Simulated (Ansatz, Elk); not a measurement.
# FeRu3C: X-ray structure factors from the self-consistent density

Structure refinements treat a crystal as free atoms side by side. For a made-up structure of FeRu3C (cell and positions from a PBEsol relaxation) the runs below show what the calculated density changes in F(hkl).

Program: Elk 11.2.3 (patched build). Level of theory: DFT, PBE, all-electron APW+lo, Dirac cores, scalar-relativistic bands, static density, ferromagnetic start. Results are calculated unless marked as measured.

This account leaves out most program logs.

The structure was built from a prototype and need not be the compound's stable phase.

## Step 1: The structure

It takes space group Pm-3m (No. 221, cubic). The conventional cell has a = 3.957 Å, b = 3.957 Å, c = 3.957 Å, α = 90.00°, β = 90.00°, γ = 90.00°. Ru has 2 C at 1.98 Å and 8 Ru at 2.80 Å and 4 Fe at 2.80 Å nearest. Fe has 12 Ru at 2.80 Å nearest. Nearest to C lie 6 Ru at 1.98 Å. Farther neighbours are not listed.

## Step 2: Ground state and structure factors

An all-electron density is needed, since X-rays see the cores too. Task 0 finds the density and task 195 Fourier-transforms it; tshift is off so that phases refer to the origin typed.

elk.in reads:

```
tasks
  0
  195
  196

xctype
  20

spinpol
  .true.

rgkmax
  7.0

gmaxvr
  14.0

lmaxo
  7

lmaxapw
  8

swidth
  0.002

tshift
  .false.

ramdisk
  .false.

hmaxvr
  5.5

maxscl
  120

epspot
  1e-06

reducebf
  0.8

sppath
  './'

avec
  7.47720948339 -0.00000000000 -0.00000000000
  -0.00000000000 7.47720948339 0.00000000000
  -0.00000000000 0.00000000000 7.47720948339

atoms
  3
  'Ru.in'
  3
  0.5000000000 0.5000000000 -0.0000000000   0.000000 0.000000 0.000000
  0.5000000000 -0.0000000000 0.5000000000   0.000000 0.000000 0.000000
  -0.0000000000 0.5000000000 0.5000000000   0.000000 0.000000 0.000000
  'Fe.in'
  1
  0.0000000000 0.0000000000 0.0000000000   0.000000 0.000000 -0.165000
  'C.in'
  1
  0.5000000000 0.5000000000 0.5000000000   0.000000 0.000000 0.000000

ngridk
  5 5 5
```

Run with:

```
OMP_NUM_THREADS=4 elk
```

Wall time 2.7 min (4 threads of Arm Neoverse V1, shared host); peak memory 0.51 GiB.

SFACRHO.OUT:

```text

h k l indices transformed by vhmat matrix:
   1.000000000       0.000000000       0.000000000    
   0.000000000       1.000000000       0.000000000    
   0.000000000       0.000000000       1.000000000    

      h      k      l  multipl.   |H|            Re(F)            Im(F)           |F|

      0      0      0      1   0.0000000       164.00000     -0.60715711E-16   164.00000    
     -1      0      0      6  0.84031153      -21.278245     -0.93103774E-14   21.278245    
      1     -1      0     12   1.1883800      -11.319142      0.41215980E-14   11.319142    
     -1     -1     -1      8   1.4554623       117.12583      0.23646712E-13   117.12583    
      0      0     -2      6   1.6806231       117.24075      0.16512999E-13   117.24075    
     -1     -2      0     24   1.8789937      -16.166281     -0.83913634E-14   16.166281    
      1     -2      1     24   2.0583345      -10.440414     -0.14338849E-13   10.440414    
      0      2     -2     12   2.3767599       99.329839     -0.68545261E-14   99.329839    
      0     -3      0      6   2.5209346      -14.000072     -0.20272004E-13   14.000072    
     -1      2     -2     24   2.5209346      -14.228469     -0.11974597E-13   14.228469    
      3      1      0     24   2.6572984      -10.153189     -0.10136642E-14   10.153189    
      1     -3      1     24   2.7869980       87.077055      0.57433533E-14   87.077055    
     -2      2      2      8   2.9109245       88.500973     -0.12586120E-13   88.500973    
     -3      2      0     24   3.0297863      -13.244945     -0.63240816E-14   13.244945    
     -3      1      2     48   3.1441578      -9.7599202      0.15020296E-14   9.7599202    
      0     -4      0      6   3.3612461       81.044293      0.23101190E-13   81.044293    
      2     -2     -3     24   3.4646932      -12.749332     -0.19448158E-14   12.749332    
      4     -1      0     24   3.4646932      -12.864394     -0.47830263E-14   12.864394
```

Elk indexes on the primitive cell of elk.in and gives |H| = 4π sin θ/λ in inverse bohr. Below, one row stands for each form hkl of the conventional cell (m members, Friedel mates merged), F is for one primitive cell and the density is static (no thermal factor). Free-atom factors are Waasmaier and Kirfel's, and R is Σm||F|−|F'||/Σm|F|. Elk warned that it couldn't find a linearisation energy, which lowers the accuracy of some states in this run and its variants.

```
hkl   m  sin θ/λ (Å⁻¹)  abs F, DFT  neutral atoms   diff.
100   6          0.126      21.278         21.310  -0.032
110  12          0.179      11.319         11.646  -0.327
111   8          0.219     117.126        118.188  -1.062
200   6          0.253     117.241        117.825  -0.584
210  24          0.283      16.166         16.047  +0.120
211  24          0.309      10.440         10.556  -0.116
220  12          0.357      99.330         99.239  +0.091
300   6          0.379      14.000         14.143  -0.143
221  24          0.379      14.229         14.143  +0.085
310  24          0.400      10.153          9.960  +0.193
311  24          0.419      87.077         86.733  +0.345
222   8          0.438      88.501         88.156  +0.345
320  24          0.456      13.245         13.235  +0.010
321  48          0.473       9.760          9.607  +0.153
400   6          0.505      81.044         80.719  +0.326
322  24          0.521      12.749         12.714  +0.035
410  24          0.521      12.864         12.714  +0.150
411  24          0.536       9.316          9.366  -0.050
330  12          0.536       9.349          9.366  -0.017
331  24          0.551      73.491         73.325  +0.166
420  24          0.565      75.455         75.316  +0.139
421  48          0.579      12.332         12.338  -0.005
```

## Step 3: The magnetisation density

The same run holds the spin density, and task 196 transforms it. The order is that of the start, and no other was tried.

SFACMAG_1.OUT:

```text

h k l indices transformed by vhmat matrix:
   1.000000000       0.000000000       0.000000000    
   0.000000000       1.000000000       0.000000000    
   0.000000000       0.000000000       1.000000000    

      h      k      l  multipl.   |H|            Re(F)            Im(F)           |F|

      0      0      0      1   0.0000000       4.1338486     -0.49540796E-17   4.1338486    
     -1      0      0      6  0.84031153       2.6887781     -0.43793510E-16   2.6887781    
      1     -1      0     12   1.1883800       2.4030216      0.13744838E-16   2.4030216    
     -1     -1     -1      8   1.4554623       2.5973825      0.88354683E-16   2.5973825    
      0      0     -2      6   1.6806231       2.2325082      0.38876397E-16   2.2325082    
     -1     -2      0     24   1.8789937       1.6013131     -0.22841871E-16   1.6013131    
      1     -2      1     24   2.0583345       1.4770222     -0.35272077E-16   1.4770222    
      0      2     -2     12   2.3767599       1.2674287     -0.13585892E-16   1.2674287    
      0     -3      0      6   2.5209346       1.1072462      0.47578736E-17   1.1072462    
     -1      2     -2     24   2.5209346       1.0254945     -0.15805058E-16   1.0254945    
      3      1      0     24   2.6572984      0.92427265     -0.60371881E-18  0.92427265    
      1     -3      1     24   2.7869980      0.86322674     -0.63955414E-17  0.86322674    
     -2      2      2      8   2.9109245      0.78707625     -0.44049075E-17  0.78707625    
     -3      2      0     24   3.0297863      0.72478032      0.14394309E-17  0.72478032    
     -3      1      2     48   3.1441578      0.62580078      0.37932963E-17  0.62580078    
      0     -4      0      6   3.3612461      0.47655749     -0.30112069E-16  0.47655749
```

The total moment is 4.13 μB a cell; sphere moments: Ru1 +0.25, Ru2 +0.25, Ru3 +0.25, Fe4 +3.34, C5 +0.03 μB. Polarised neutrons measure spin and orbital magnetisation together; without spin-orbit coupling the run gives the spin part:

```
hkl  sin θ/λ (Å⁻¹)  abs F_M (μB)
100          0.126         2.689
110          0.179         2.403
111          0.219         2.597
200          0.253         2.232
210          0.283         1.601
211          0.309         1.477
220          0.357         1.267
300          0.379         1.107
221          0.379         1.026
310          0.400         0.924
311          0.419         0.863
222          0.438         0.787
320          0.456         0.725
321          0.473         0.626
```

## Step 4: The highest occupied states alone

An energy window below the Fermi level keeps the highest occupied states, to see at which angles they scatter; shallow core shells can lie inside it and anion s states outside. No new self-consistency is needed.

Edit elk.in of step 2 so:

```diff
@@ -1,5 +1,3 @@
 tasks
-  0
   195
-  196
 
@@ -44,2 +42,5 @@
 
+wsfac
+  0.078760 0.746260
+
 sppath
```

Run with:

```
OMP_NUM_THREADS=4 elk
```

The job ended after 9 s (4 threads; peak memory 0.24 GiB).

States within 10 eV below the Fermi level hold 34.00 electrons; any levels below the window count with the cores. Their amplitudes can exceed the total, where window and core parts have opposite phase:

```
hkl  sin θ/λ (Å⁻¹)  abs F, window  abs F, all
100          0.126          0.746      21.278
110          0.179          2.385      11.319
111          0.219          8.790     117.126
200          0.253          8.101     117.241
210          0.283          0.979      16.166
211          0.309          2.135      10.440
220          0.357          3.342      99.330
300          0.379          1.517      14.000
221          0.379          1.192      14.229
310          0.400          1.370      10.153
```

## Step 5: Another functional

The difference from free atoms is small, so it is set against the change that LDA (Perdew-Wang) makes.

Edit elk.in of step 4 so:

```diff
@@ -1,6 +1,8 @@
 tasks
+  0
   195
+  196
 
 xctype
-  20
+  3
 
@@ -42,5 +44,2 @@
 
-wsfac
-  0.078760 0.746260
-
 sppath
```

Run with:

```
OMP_NUM_THREADS=4 elk
```

Wall time 86 s (4 threads); peak memory 0.41 GiB; 4.4 min of CPU time.

Against the first run R = 0.05 %; the largest change is +0.053 at 300. The moment goes from 4.13 to 3.91 μB.

## Step 6: Basis size

The basis and the expansions that go with it are enlarged, to see whether the differences are converged.

Edit elk.in of step 5 so:

```diff
@@ -6,3 +6,3 @@
 xctype
-  3
+  20
 
@@ -12,12 +12,12 @@
 rgkmax
-  7.0
+  8.5
 
 gmaxvr
-  14.0
+  18.0
 
 lmaxo
-  7
+  9
 
 lmaxapw
-  8
+  10
```

Run with:

```
OMP_NUM_THREADS=4 elk
```

Wall time 5.2 min (4 threads); peak memory 0.76 GiB; 16 min of CPU time.

Against the first run R = 0.02 %; the largest change is +0.023 at 200. The moment goes from 4.13 to 4.13 μB.

## Step 7: Settings against the effect

```
                              run  R against the first run (%)  R against neutral atoms, low angle (%)  wall time
                    PBE, rgkmax 7                         0.00                                    0.83    2.7 min
                LDA (Perdew-Wang)                         0.05                                    0.86       86 s
rgkmax 8.5 with larger expansions                         0.02                                    0.83    5.2 min
```

## Step 8: Outcome

| Quantity | Value |
| --- | --- |
| R against neutral atoms, sin θ/λ < 0.3 Å⁻¹ | 0.83 % |
| R against neutral atoms, 0.3 to 0.82 Å⁻¹ | 0.33 % |

In words: Independent neutral atoms miss the calculated amplitudes by R = 0.83 % below 0.3 Å⁻¹ and 0.33 % from there to 0.82 Å⁻¹; by shells, 0.15 % below 0.15 Å⁻¹ (1 form), 0.87 % 0.15 to 0.3 (4 forms), 0.46 % 0.3 to 0.45 (7 forms), 0.30 % above 0.45 (37 forms). Bonding, aspherical density and the tables' own atoms all enter these figures, and the runs don't part them. The largest change of an amplitude is -1.06 electrons, at 111. The magnetic order is that of the start. No other order was tried here, and an antiferromagnetic one would change or move the magnetic intensity. The window's part falls from 34.0 electrons at the origin to at most 1.15 between 0.45 and 0.82 Å⁻¹, where compact states inside the window still scatter. Below 0.3 Å⁻¹ the changes that finished (LDA (Perdew-Wang) and rgkmax 8.5 with larger expansions) move F by R = 0.03 % at most, against the 0.83 % that separates it from free atoms. The magnetic factors move by R = 4.5 % (LDA (Perdew-Wang)) and 0.2 % (rgkmax 8.5 with larger expansions), so they aren't settled to better than that. The k-mesh has no finished test. Part of the difference isn't bonding: the tables are fits to free atoms and ions calculated by other methods than this functional. Thermal motion, anomalous dispersion and extinction are left out.

[Logs are printed without paths, hosts, clocks, repeated set-up lines and the standing remarks that a program may print on its own settings, such as how far it seeks lower states.]

[Hosts, paths, dates, database ids (printed as entryN), source tags and the programs' standing remarks are cut or masked in the printed files.]
